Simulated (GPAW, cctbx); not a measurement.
## Si with Sn on a Si site: the scripts behind a bonding study

Short scripts, each with its output. The cell is our own: Si with Sn on a Si site, neutral, in a cell of 16 atoms, repeated periodically, so this is a dense ordered array of defects; cell and atoms are relaxed.

## 1. Build the all-electron density and subtract free atoms

```text
cell
1.0
     0.000000000    5.555205430    5.555205430
     5.555205430    0.000000000    5.555205430
     5.555205430    5.555205430    0.000000000
Sn Si
1 15
Direct
0.000000000 0.000000000 0.000000000
0.606241180 0.131252940 0.131252940
0.499641970 0.499641970 0.000358030
0.131252940 0.606241180 0.131252940
0.499641970 0.000358030 0.499641970
0.131252940 0.131252940 0.606241180
0.000358030 0.499641970 0.499641970
0.624828470 0.624828470 0.624828470
0.499641970 0.000358030 0.000358030
0.131252940 0.131252940 0.131252940
0.000358030 0.499641970 0.000358030
0.624828470 0.624828470 0.125514590
0.000358030 0.000358030 0.499641970
0.624828470 0.125514590 0.624828470
0.500000000 0.500000000 0.500000000
0.125514590 0.624828470 0.624828470
```

```python
import numpy as np
from ase.io import read
from ase.units import Bohr
from gpaw import GPAW, PW, FermiDirac
from gpaw.calculator import GPAW as OldGPAW
from gpaw.mpi import serial_comm, world
from scipy.special import erfc
from scipy.spatial import cKDTree

atoms = read("cell.vasp")
atoms.calc = GPAW(mode=PW(450), xc="PBE", kpts={"size": (3, 3, 3), "gamma": True},
                 occupations=FermiDirac(0.1), maxiter=120, symmetry={"tolerance": 1e-5}, txt="scf.txt")
atoms.get_potential_energy()
rho = atoms.calc.get_all_electron_density(gridrefinement=2)
moments = atoms.get_magnetic_moments() if atoms.calc.get_number_of_spins() == 2 else np.zeros(len(atoms))
total = atoms.get_magnetic_moment() if moments.any() else 0.0
if world.rank == 0:
    free = OldGPAW(mode=PW(450), xc="PBE", txt=None, communicator=serial_comm)
    neutral = atoms.copy()
    neutral.set_initial_magnetic_moments(None)
    free.initialize(neutral)
    free.set_positions(neutral)
    drho = rho - free.get_all_electron_density(gridrefinement=2)
    # GPAW starts from confined atoms: exchange their smooth part for that of the datasets' free atoms
    h = np.stack(np.meshgrid(*[np.fft.fftfreq(n, 1 / n) for n in drho.shape], indexing="ij"), -1)
    gabs = np.linalg.norm(h @ atoms.cell.reciprocal(), axis=-1)
    tails = np.fft.fftn(free.get_pseudo_density(gridrefinement=2))
    g, form, v0 = np.linspace(0, gabs.max(), 1500), {}, 0
    for e in set(atoms.symbols):
        idx = atoms.symbols.search(e)
        d = free.setups[idx[0]].data
        r, w = d.rgd.r_g * Bohr, d.rgd.r_g**2 * d.rgd.dr_g
        j0 = np.sinc(2 * g[:, None] * r)
        smooth = sum(f * p**2 for f, p in zip(d.f_j, d.phit_jg)) + np.sqrt(4 * np.pi) * d.nct_g
        full = sum(f * p**2 for f, p in zip(d.f_j, d.phi_jg)) + np.sqrt(4 * np.pi) * d.nc_g
        phase = sum(np.exp(-2j * np.pi * h @ s) for s in atoms.get_scaled_positions()[idx])
        tails -= np.interp(gabs, g, j0 @ (smooth * w)) * phase * drho.size / atoms.get_volume()
        form[e] = j0 @ (full * w)
        v0 += 2 * np.pi / 3 * 14.3996 * (full * w * r**2).sum() * len(idx)  # V A^3
    tails *= 0.5 * erfc((gabs - 1.8) / 0.25)  # the tails differ at long wavelengths alone
    drho += np.fft.ifftn(tails).real  # crystal minus superposed spherical free atoms
    np.save("drho.npy", drho)
    dv = atoms.get_volume() / drho.size
    print("grid", drho.shape, " electrons %.3f" % (rho.sum() * dv), " moved by bonding %.3f e" % (abs(drho).sum() * dv / 2))
    pts = np.indices(drho.shape).reshape(3, -1).T / drho.shape @ atoms.cell
    shifts = (np.indices((3, 3, 3)).reshape(3, -1).T - 1) @ atoms.cell
    images = (atoms.positions[None] + shifts[:, None]).reshape(-1, 3)
    dist, idx = cKDTree(images).query(pts, k=4)
    out = drho.ravel()[dist[:, 0] > 0.5]
    print("deformation density beyond 0.5 A of the nuclei: max %.3f, min %.3f e/A^3" % (out.max(), out.min()))
    tie = dist < dist[:, :1] + 1e-4
    q = -np.bincount((idx % len(atoms))[tie], (drho.ravel()[:, None] / tie.sum(1, keepdims=True) * tie)[tie], len(atoms)) * dv
    print("atom        x       y       z   Voronoi charge  moment")
    for a, s, c, m in zip(atoms, atoms.get_scaled_positions(), q, moments):
        print("%-2s%-3d %7.4f %7.4f %7.4f %10.3f %10.2f" % (a.symbol, a.index + 1, *s, c, m))
    np.savez("free.npz", g=g, **form)
    print("mean inner potential of superposed free atoms %.3f V" % (v0 / atoms.get_volume()))
    print("total magnetic moment %.3f muB" % total)
```

```console
$ OMP_NUM_THREADS=1 mpirun -n 4 gpaw python run.py > gpaw.log
```

```text
grid (80, 80, 80)  electrons 260.000  moved by bonding 4.565 e
deformation density beyond 0.5 A of the nuclei: max 0.188, min -0.093 e/A^3
atom        x       y       z   Voronoi charge  moment
Sn1    0.0000  0.0000  0.0000      0.102       0.00
Si2    0.6062  0.1313  0.1313     -0.052       0.00
Si3    0.4996  0.4996  0.0004      0.019       0.00
Si4    0.1313  0.6062  0.1313     -0.052       0.00
Si5    0.4996  0.0004  0.4996      0.019       0.00
Si6    0.1313  0.1313  0.6062     -0.052       0.00
Si7    0.0004  0.4996  0.4996      0.019       0.00
Si8    0.6248  0.6248  0.6248     -0.007       0.00
Si9    0.4996  0.0004  0.0004      0.019       0.00
Si10   0.1313  0.1313  0.1313     -0.052       0.00
Si11   0.0004  0.4996  0.0004      0.019       0.00
Si12   0.6248  0.6248  0.1255     -0.007       0.00
Si13   0.0004  0.0004  0.4996      0.019       0.00
Si14   0.6248  0.1255  0.6248     -0.007       0.00
Si15   0.5000  0.5000  0.5000      0.019       0.00
Si16   0.1255  0.6248  0.6248     -0.007       0.00
mean inner potential of superposed free atoms 13.612 V
total magnetic moment 0.000 muB
```

Time: 23 s on 4 cores of Intel(R) Xeon(R) Platinum 8559C (Emerald Rapids) (shared host), peak memory 1.3 GiB.

## 2. Fourier-transform the difference

```python
from cctbx import adptbx, crystal, miller, xray
from cctbx.eltbx import tiny_pse
import numpy as np

cs = crystal.symmetry(unit_cell=(11.1104, 11.1104, 11.1104, 90, 90, 90), space_group_symbol='Hall: F -4 2 3')  # F-43m
atoms = [  # label, site, U (iso, or U11 U22 U33 U12 U13 U23 in A^2), occupancy
    ("Sn1", (0, 0, 0), 0.0000, 1),
    ("Si1", (0.13125, 0.86875, 0.86875), 0.0000, 1),
    ("Si2", (0.25, 0.75, 0.99964), 0.0000, 1),
    ("Si3", (0.12483, 0.12483, 0.62483), 0.0000, 1),
    ("Si4", (0.5, 0, 0), 0.0000, 1),
]
xs = xray.structure(crystal_symmetry=cs)
for label, site, u, occ in atoms:
    u = adptbx.u_cif_as_u_star(cs.unit_cell(), u) if isinstance(u, tuple) else u
    xs.add_scatterer(xray.scatterer(label, site=site, u=u, occupancy=occ))
xs.scattering_type_registry(table="wk1995")
drho = np.load("drho.npy")
T = np.array([[-1, 1, 1], [1, -1, 1], [1, 1, -1]])  # conventional axes in terms of the primitive ones
dF = np.fft.ifftn(drho) * 1371.48278  # electrons a conventional cell, indexed by primitive hkl
ms = miller.build_set(cs, anomalous_flag=False, d_min=0.9).sort("resolution")
iam = ms.structure_factors_from_scatterers(xs, algorithm="direct").f_calc()
p1 = xs.expand_to_p1()
z = np.array([tiny_pse.table(sc.scattering_type).atomic_number() for sc in p1.scatterers()])
x = np.array(p1.sites_frac())
free = np.load("free.npz")
print("static structure factors of the conventional cell: F in electrons, V (Mott-Bethe) in volts")
print("   h  k  l      d  |F| table  |F| free   |F| DFT   change   |V| free  |V| DFT  change %")
for h, d, table in list(zip(ms.indices(), ms.d_spacings().data(), iam.data()))[:18]:
    df = dF[tuple(np.rint(np.linalg.solve(T, h)).astype(int))]
    phase = np.exp(2j * np.pi * x @ h)
    f = sum(np.interp(1 / d, free["g"], free[sc.scattering_type]) * p for sc, p in zip(p1.scatterers(), phase))
    fz = (z * phase).sum()
    c = 14.3996 * d * d / (np.pi * cs.unit_cell().volume())
    v0, v1 = abs(fz - f) * c, abs(fz - f - df) * c
    print("%4d%3d%3d %7.4f %9.3f %9.3f %9.3f %8.3f %9.3f %8.3f %8s" % (h + (d, abs(table), abs(f), abs(f + df), abs(f + df) - abs(f), v0, v1, "%.1f" % (100 * (v1 / v0 - 1)) if v0 > 0.02 else "-")))
```

```console
$ python run.py
```

```text
static structure factors of the conventional cell: F in electrons, V (Mott-Bethe) in volts
   h  k  l      d  |F| table  |F| free   |F| DFT   change   |V| free  |V| DFT  change %
   1  1  1  6.4146   131.229   131.192   131.286    0.093     0.534    0.517     -3.2
   0  2  0  5.5552   122.931   122.878   122.736   -0.142     0.415    0.430      3.5
   0  2  2  3.9281   134.490   134.447   134.288   -0.159     0.564    0.572      1.5
   1  3  1  3.3499   128.814   128.751   128.374   -0.377     0.502    0.516      2.8
   2  2  2  3.2073   578.444   579.705   586.540    6.834     5.567    5.328     -4.3
   0  4  0  2.7776   127.636   127.564   127.217   -0.347     0.495    0.504      1.8
   1  3  3  2.5489   134.147   134.089   133.821   -0.268     0.566    0.571      1.0
   0  4  2  2.4844   133.955   133.895   133.629   -0.266     0.557    0.562      1.0
   2  4  2  2.2679   120.443   120.368   119.925   -0.444     0.462    0.470      1.6
   3  3  3  2.1382    98.812    98.720    98.485   -0.235     0.284    0.290      1.9
   1  5  1  2.1382   132.277   132.213   131.972   -0.241     0.544    0.547      0.7
   0  4  4  1.9641   673.118   673.190   669.489   -3.701     4.658    4.706      1.0
   1  5  3  1.8780   103.724   103.656   103.704    0.048     0.323    0.323     -0.2
   2  4  4  1.8517   100.950   100.885   101.141    0.256     0.305    0.302     -0.9
   0  6  0  1.8517   142.316   142.243   141.885   -0.358     0.603    0.607      0.7
   0  6  2  1.7567   106.274   106.212   106.391    0.178     0.347    0.346     -0.5
   3  5  3  1.6943   108.525   108.465   108.632    0.167     0.366    0.364     -0.4
   2  6  2  1.6750   452.362   451.980   446.306   -5.674     2.687    2.741      2.0
```

Time: 0.36 s on 1 core of Intel(R) Xeon(R) Platinum 8559C (Emerald Rapids) (shared host), peak memory 0.09 GiB.

[Outputs are excerpts: Python notices, other lines and further rows are left out; steps that failed or that the build refused (PBEsol, TPSS) are not shown.]

[Logs are printed without paths, hosts, clocks, repeated set-up lines and the standing remarks that a program may print on its own settings, such as how far it seeks lower states.]
